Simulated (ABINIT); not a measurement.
# Quasiparticle gap of LiHS (Ama2) in ABINIT

Wanted: ground state, empty states, screening and self-energy for LiHS (Ama2).

Method: PBEsol and many-body steps on it, plane waves, in ABINIT 10.8.3.

Report form: the programs' logs are mostly left out.

## Step 1: The structure

The structure is orthorhombic, space group Ama2 (No. 40). The conventional cell has a = 6.157 Å, b = 5.618 Å, c = 5.515 Å, α = 90.00°, β = 90.00°, γ = 90.00°. Nearest to Li lie 4 S at 2.49 to 2.51 Å. Nearest to H lie 1 S at 1.35 Å. Nearest to S lie 1 H at 1.35 Å and 4 Li at 2.49 to 2.51 Å. Farther neighbours and most contacts between anions are not listed.

The cell and positions come from the Crystallography Open Database and are kept as given unless a step says otherwise.

## Step 2: Ground state

This step: ABINIT 10.8.3; DFT, PBEsol, plane waves, norm-conserving pseudopotentials.

The ground-state density comes first.

File run.abi:

```
acell 3*1.0 Angstrom
rprim 
  6.156870000000 0.000000000000 0.000000000000
  0.000000000000 2.809205000000 2.757390000000
  0.000000000000 -2.809205000000 2.757390000000
ntypat 3
znucl 3 1 16
natom 6
typat 1 1 2 2 3 3
xred 
  0.500000000000 0.501660000000 0.501660000000
  0.000000000000 0.501660000000 0.501660000000
  0.250000000000 0.133090000000 0.983490000000
  0.750000000000 0.983490000000 0.133090000000
  0.750000000000 0.998760000000 0.475340000000
  0.250000000000 0.475340000000 0.998760000000
pp_dirpath "pseudos"
pseudos "Li.upf, H.upf, S.upf"
ecut 33
ngkpt 4 6 6
nshiftk 1
shiftk 0 0 0
kptopt 1
chksymbreak 0
nband 17
occopt 1
tolvrs 1e-10
nstep 60
prtwf 0
optforces 0
optstress 0
indata_prefix "in"
outdata_prefix "out"
tmpdata_prefix "tmp"
```

The run is started by

```sh
$ OMP_NUM_THREADS=1 mpirun -n 8 abinit run.abi > log
```

It took 22 s on 8 MPI ranks of Arm Neoverse V1, shared host; peak memory 0.68 GiB.

This step gave:

```yaml
total_energy: -1024.8261 eV
gap: 3.330 eV
k_of_the_valence_top: 0, 0, 0
k_of_the_conduction_bottom: 0, 0, 0
least_direct_gap: 3.330 eV
```

The gap is direct, at Γ.

## Step 3: Bands along the symmetry lines

Levels along a band path, at the cheap level, show where the edges lie and whether the meshes to come will hold them.

File run.abi:

```
acell 3*1.0 Angstrom
rprim 
  6.156870000000 0.000000000000 0.000000000000
  0.000000000000 2.809205000000 2.757390000000
  0.000000000000 -2.809205000000 2.757390000000
ntypat 3
znucl 3 1 16
natom 6
typat 1 1 2 2 3 3
xred 
  0.500000000000 0.501660000000 0.501660000000
  0.000000000000 0.501660000000 0.501660000000
  0.250000000000 0.133090000000 0.983490000000
  0.750000000000 0.983490000000 0.133090000000
  0.750000000000 0.998760000000 0.475340000000
  0.250000000000 0.475340000000 0.998760000000
pp_dirpath "pseudos"
pseudos "Li.upf, H.upf, S.upf"
ecut 33
iscf -2
irdden 1
kptopt 0
nkpt 92
kpt 
  0.00000000 0.00000000 0.00000000
  0.00000000 0.06250000 -0.06250000
  0.00000000 0.12500000 -0.12500000
  0.00000000 0.18750000 -0.18750000
  0.00000000 0.25000000 -0.25000000
  0.00000000 0.31250000 -0.31250000
  0.00000000 0.37500000 -0.37500000
  0.00000000 0.43750000 -0.43750000
  0.00000000 0.50000000 -0.50000000
  0.00000000 0.50114216 -0.49885784
  0.00000000 0.50228433 -0.49771567
  0.00000000 0.50342649 -0.49657351
  0.00000000 0.50456865 -0.49543134
  0.00000000 0.50571082 -0.49428918
  0.00000000 0.50685298 -0.49314702
  0.00000000 0.50799515 -0.49200485
  0.00000000 0.50913731 -0.49086269
  0.00000000 0.49086269 0.49086269
  0.00000000 0.42950485 0.42950485
  0.00000000 0.36814702 0.36814702
  0.00000000 0.30678918 0.30678918
  0.00000000 0.24543134 0.24543134
  0.00000000 0.18407351 0.18407351
  0.00000000 0.12271567 0.12271567
  0.00000000 0.06135784 0.06135784
  0.00000000 0.00000000 0.00000000
  0.06250000 0.00000000 0.00000000
  0.12500000 0.00000000 0.00000000
  0.18750000 0.00000000 0.00000000
  0.25000000 0.00000000 0.00000000
  0.31250000 0.00000000 0.00000000
  0.37500000 0.00000000 0.00000000
  0.43750000 0.00000000 0.00000000
  0.50000000 0.00000000 0.00000000
  0.50000000 0.06135784 0.06135784
  0.50000000 0.12271567 0.12271567
  0.50000000 0.18407351 0.18407351
  0.50000000 0.24543134 0.24543134
  0.50000000 0.30678918 0.30678918
  0.50000000 0.36814702 0.36814702
  0.50000000 0.42950485 0.42950485
  0.50000000 0.49086269 0.49086269
  0.50000000 0.50913731 -0.49086269
  0.50000000 0.50799515 -0.49200485
  0.50000000 0.50685298 -0.49314702
  0.50000000 0.50571082 -0.49428918
  0.50000000 0.50456865 -0.49543134
  0.50000000 0.50342649 -0.49657351
  0.50000000 0.50228433 -0.49771567
  0.50000000 0.50114216 -0.49885784
  0.50000000 0.50000000 -0.50000000
  0.43750000 0.50000000 -0.50000000
  0.37500000 0.50000000 -0.50000000
  0.31250000 0.50000000 -0.50000000
  0.25000000 0.50000000 -0.50000000
  0.18750000 0.50000000 -0.50000000
  0.12500000 0.50000000 -0.50000000
  0.06250000 0.50000000 -0.50000000
  0.00000000 0.50000000 -0.50000000
  0.00000000 0.00000000 0.00000000
  0.00000000 0.06250000 0.00000000
  0.00000000 0.12500000 0.00000000
  0.00000000 0.18750000 0.00000000
  0.00000000 0.25000000 0.00000000
  0.00000000 0.31250000 0.00000000
  0.00000000 0.37500000 0.00000000
  0.00000000 0.43750000 0.00000000
  0.00000000 0.50000000 0.00000000
  0.06250000 0.50000000 0.00000000
  0.12500000 0.50000000 0.00000000
  0.18750000 0.50000000 0.00000000
  0.25000000 0.50000000 0.00000000
  0.31250000 0.50000000 0.00000000
  0.37500000 0.50000000 0.00000000
  0.43750000 0.50000000 0.00000000
  0.50000000 0.50000000 0.00000000
  0.50000000 0.43750000 0.00000000
  0.50000000 0.37500000 0.00000000
  0.50000000 0.31250000 0.00000000
  0.50000000 0.25000000 0.00000000
  0.50000000 0.18750000 0.00000000
  0.50000000 0.12500000 0.00000000
  0.50000000 0.06250000 0.00000000
  0.50000000 0.00000000 0.00000000
  0.50000000 0.06250000 -0.06250000
  0.50000000 0.12500000 -0.12500000
  0.50000000 0.18750000 -0.18750000
  0.50000000 0.25000000 -0.25000000
  0.50000000 0.31250000 -0.31250000
  0.50000000 0.37500000 -0.37500000
  0.50000000 0.43750000 -0.43750000
  0.50000000 0.50000000 -0.50000000
istwfk *1
nband 17
nbdbuf 2
tolwfr 1e-08
nstep 40
prtwf 0
prtvol 0
indata_prefix "in"
outdata_prefix "out"
tmpdata_prefix "tmp"
```

Wall time 20 s (8 MPI ranks); peak memory 0.65 GiB; 2.6 min of CPU time.

Numbers from this step:

```
gap                        : 3.330 eV
k of the valence top       : 0, 0, 0
k of the conduction bottom : 0, 0, 0
least direct gap           : 3.330 eV
```

The gap is 3.330 eV, as in the run before at this level.

The electronic bands at the labelled points (eV, zero at the top of the highest filled band):

| point | band 7 | band 8 | band 9 | band 10 | band 11 | band 12 | band 13 | band 14 |
| --- | --- | --- | --- | --- | --- | --- | --- | --- |
| Γ | -2.12 | -0.64 | -0.59 | 0.00 | 3.33 | 3.69 | 5.08 | 5.11 |
| halfway | -1.63 | -1.52 | -1.35 | -0.45 | 4.97 | 5.57 | 6.41 | 7.09 |
| Y | -2.11 | -1.72 | -0.94 | -0.88 | 4.17 | 4.25 | 6.01 | 7.44 |
| halfway | -2.11 | -1.72 | -0.94 | -0.88 | 4.17 | 4.25 | 6.01 | 7.44 |
| F0 | -2.11 | -1.72 | -0.94 | -0.88 | 4.17 | 4.25 | 6.01 | 7.45 |
| jump to Δ0 | -2.11 | -1.72 | -0.94 | -0.88 | 4.17 | 4.25 | 6.01 | 7.45 |
| halfway | -1.60 | -1.48 | -1.36 | -0.49 | 5.11 | 5.66 | 6.27 | 7.07 |
| Γ | -2.12 | -0.64 | -0.59 | 0.00 | 3.33 | 3.69 | 5.08 | 5.11 |
| halfway | -1.89 | -0.65 | -0.61 | -0.45 | 3.61 | 3.79 | 5.17 | 5.29 |
| Z | -1.27 | -1.27 | -0.64 | -0.64 | 3.84 | 3.84 | 5.44 | 5.44 |
| halfway | -1.65 | -1.65 | -0.76 | -0.76 | 5.93 | 5.93 | 6.60 | 6.60 |
| B0 | -1.94 | -1.94 | -1.05 | -1.05 | 5.46 | 5.46 | 7.41 | 7.41 |
| jump to G0 | -1.94 | -1.94 | -1.05 | -1.05 | 5.46 | 5.46 | 7.41 | 7.41 |
| halfway | -1.94 | -1.94 | -1.05 | -1.05 | 5.46 | 5.46 | 7.42 | 7.42 |
| T | -1.94 | -1.94 | -1.05 | -1.05 | 5.46 | 5.46 | 7.42 | 7.42 |
| halfway | -2.06 | -1.79 | -1.01 | -0.96 | 4.67 | 4.73 | 6.50 | 7.79 |
| Y | -2.11 | -1.72 | -0.94 | -0.88 | 4.17 | 4.25 | 6.01 | 7.44 |
| jump to Γ | -2.12 | -0.64 | -0.59 | 0.00 | 3.33 | 3.69 | 5.08 | 5.11 |
| halfway | -1.85 | -1.58 | -0.52 | -0.30 | 3.90 | 4.89 | 6.02 | 6.55 |
| S | -2.32 | -1.33 | -0.86 | -0.43 | 4.27 | 5.79 | 6.79 | 7.46 |
| halfway | -2.44 | -1.18 | -0.69 | -0.43 | 4.21 | 5.73 | 6.49 | 7.18 |
| R | -2.54 | -1.04 | -0.54 | -0.42 | 4.13 | 5.81 | 6.17 | 7.03 |
| halfway | -1.89 | -1.11 | -0.72 | -0.53 | 4.00 | 5.61 | 6.05 | 6.56 |
| Z | -1.27 | -1.27 | -0.64 | -0.64 | 3.84 | 3.84 | 5.44 | 5.44 |
| halfway | -1.67 | -1.67 | -0.78 | -0.78 | 5.85 | 5.85 | 6.70 | 6.70 |
| T | -1.94 | -1.94 | -1.05 | -1.05 | 5.46 | 5.46 | 7.42 | 7.42 |

## Step 4: Empty states on the mesh, 2×2×2 mesh, 79 bands

The sums over transitions need many empty states on a uniform mesh; this step solves for them.

File run.abi:

```
acell 3*1.0 Angstrom
rprim 
  6.156870000000 0.000000000000 0.000000000000
  0.000000000000 2.809205000000 2.757390000000
  0.000000000000 -2.809205000000 2.757390000000
ntypat 3
znucl 3 1 16
natom 6
typat 1 1 2 2 3 3
xred 
  0.500000000000 0.501660000000 0.501660000000
  0.000000000000 0.501660000000 0.501660000000
  0.250000000000 0.133090000000 0.983490000000
  0.750000000000 0.983490000000 0.133090000000
  0.750000000000 0.998760000000 0.475340000000
  0.250000000000 0.475340000000 0.998760000000
pp_dirpath "pseudos"
pseudos "Li.upf, H.upf, S.upf"
ecut 33
ngkpt 2 2 2
nshiftk 1
shiftk 0 0 0
kptopt 1
chksymbreak 0
iscf -2
irdden 1
istwfk *1
nband 79
nbdbuf 6
tolwfr 1e-09
nstep 60
prtvol 0
indata_prefix "in"
outdata_prefix "out"
tmpdata_prefix "tmp"
```

The job ended after 14 s (8 MPI ranks; peak memory 0.57 GiB).

This step gave:

```yaml
gap: 3.330 eV
k_of_the_valence_top: 0, 0, 0
k_of_the_conduction_bottom: 0, 0, 0
least_direct_gap: 3.330 eV
k_points_computed: 6
lowest_point_of_the_top_converged_band_above_the_valence_top: 38.80 eV
```

On this mesh the gap is 3.330 eV.

## Step 5: Screening, 2×2×2 mesh, 73 bands, screening to 106.1 eV

The RPA dielectric matrix is built and inverted for each q.

This step: RPA screening on PBEsol, plane waves, norm-conserving pseudopotentials.

run.abi, as its differences from that of step 4:

```diff
@@ -24,10 +24,11 @@
 chksymbreak 0
-iscf -2
-irdden 1
 istwfk *1
-nband 79
-nbdbuf 6
-tolwfr 1e-09
-nstep 60
-prtvol 0
+occopt 1
+irdwfk 1
+optdriver 3
+nband 73
+ecuteps 3.9
+inclvkb 2
+awtr 1
+symchi 1
 indata_prefix "in"
```

The job ended after 6.1 s (8 MPI ranks; peak memory 1.2 GiB; 48 s of CPU time).

Numbers from this step:

* ε∞ with local fields, on this mesh, along the program's q direction: 3.728
* the same without local fields: 4.617
* plasma frequency: 17.00 eV
* plane waves in the screening matrix: 239

Local fields lower ε∞ by 19 %. On a Γ-centred mesh this coarse the value itself is usually too large, while a short band sum pulls it down.

## Step 6: Self-energy, 2×2×2 mesh, 73 bands, screening to 106.1 eV

The self-energy is evaluated for the states that the input lists, and the levels follow from it, in one-shot runs by the linearised quasiparticle equation.

This step: G0W0 on PBEsol, plane waves, norm-conserving pseudopotentials.

run.abi, as its differences from that of step 5:

```diff
@@ -27,8 +27,15 @@
 irdwfk 1
-optdriver 3
+optdriver 4
 nband 73
+gwcalctyp 0
+ecutsigx 33
+symsigma 1
+nkptgw 1
+kptgw 
+  0.0000000000 0.0000000000 0.0000000000
+bdgw 
+  9 12
 ecuteps 3.9
-inclvkb 2
-awtr 1
-symchi 1
+irdscr 1
+ppmodel 1
 indata_prefix "in"
```

Wall time 3.1 s (8 MPI ranks); peak memory 0.85 GiB; 24 s of CPU time.

This step gave:

- G0W0 gap on the points computed: 5.473 eV
- starting gap on the mesh: 3.330 eV
- k of the valence top: 0, 0, 0
- k of the conduction bottom: 0, 0, 0
- Z at the valence top: 0.797
- Z at the conduction bottom: 0.827
- least direct G0W0 gap on the computed points: 5.473 eV

The gap on the mesh goes from 3.33 eV to 5.47 eV, a correction of +2.14 eV.

Limits: finite bands, cutoff and mesh; coarse k mesh. v1 is the top filled band, c1 the lowest empty one. The levels before and after the correction (eV, zero at the valence-band top of each column):

```csv
,conduction bottom,valence top
Kohn-Sham,3.33,0.00
G0W0,5.47,0.00
```

```
           level  energy (eV)
Kohn-Sham   Γ v2       -0.585
Kohn-Sham   Γ v1        0.000
Kohn-Sham   Γ c1        3.330
Kohn-Sham   Γ c2        3.693
     G0W0   Γ v2       -0.719
     G0W0   Γ v1        0.000
     G0W0   Γ c1        5.473
     G0W0   Γ c2        5.862
```

## Step 7: Where the time went

Times are wall times on 8 MPI ranks of Arm Neoverse V1, shared host, good to a factor of about two.

```csv
step,time,share,memory (GiB)
ground state,22 s,34 %,0.68
bands along the symmetry lines,20 s,31 %,0.65
empty states on the mesh,14 s,22 %,0.57
screening,6.1 s,9 %,1.2
self-energy,3.1 s,5 %,0.85
```

## Step 8: Results

| Property | Result |
| --- | --- |
| PBEsol gap | 3.33 eV, direct |
| G0W0 gap on the mesh | 5.47 eV |
| GW settings | 2×2×2 mesh, 73 bands, screening to 106.1 eV, Godby-Needs plasmon pole |
| known limits | not at the basis limit; coarse k mesh |

In words: G0W0 moves the gap on the mesh from 3.33 eV to 5.47 eV (+2.14 eV), with Z of 0.80 and 0.83 at the edges. Local fields lower the RPA ε∞ on this mesh from 4.62 to 3.73; a Γ-centred mesh this coarse tends to raise both, most where the direct gap is narrow, while a short band sum lowers them. Only 1 of the mesh's irreducible points was corrected, so a valley elsewhere could overtake. Bands and cutoff are finite, so the gap is not at the basis limit. The miss can reach some tenths of an eV and take either sign; the mesh is an error of its own. In the G0W0 run levels were corrected at 1 k point alone, so a gap called «on the mesh» is the least over those, and an edge elsewhere would be missed. The 2×2×2 mesh is coarse for this cell, which bears on the long-range parts of exchange and screening.

[Paths, hosts, dates, memory and timing lines, banners, echoed tables and standing remarks are left out of the program output.]

[Logs are printed without paths, hosts, clocks, repeated set-up lines and the standing remarks that a program may print on its own settings, such as how far it seeks lower states.]

[Runs of the session that timed out or met a known fault of the program may be left out.]

[Hosts, paths, dates, database ids (printed as entryN), source tags and the programs' standing remarks are cut or masked in the printed files.]

[G0W0 gaps are taken among the corrected bands and points alone; a level outside them can change the order at an edge.]

[Where Ansatz stands beside ABINIT at settings called matched, ABINIT's density can come from a denser mesh and the files from another edition; pairs whose starting gaps differed by over 0.03 eV were left out, so agreement reads better than it is.]
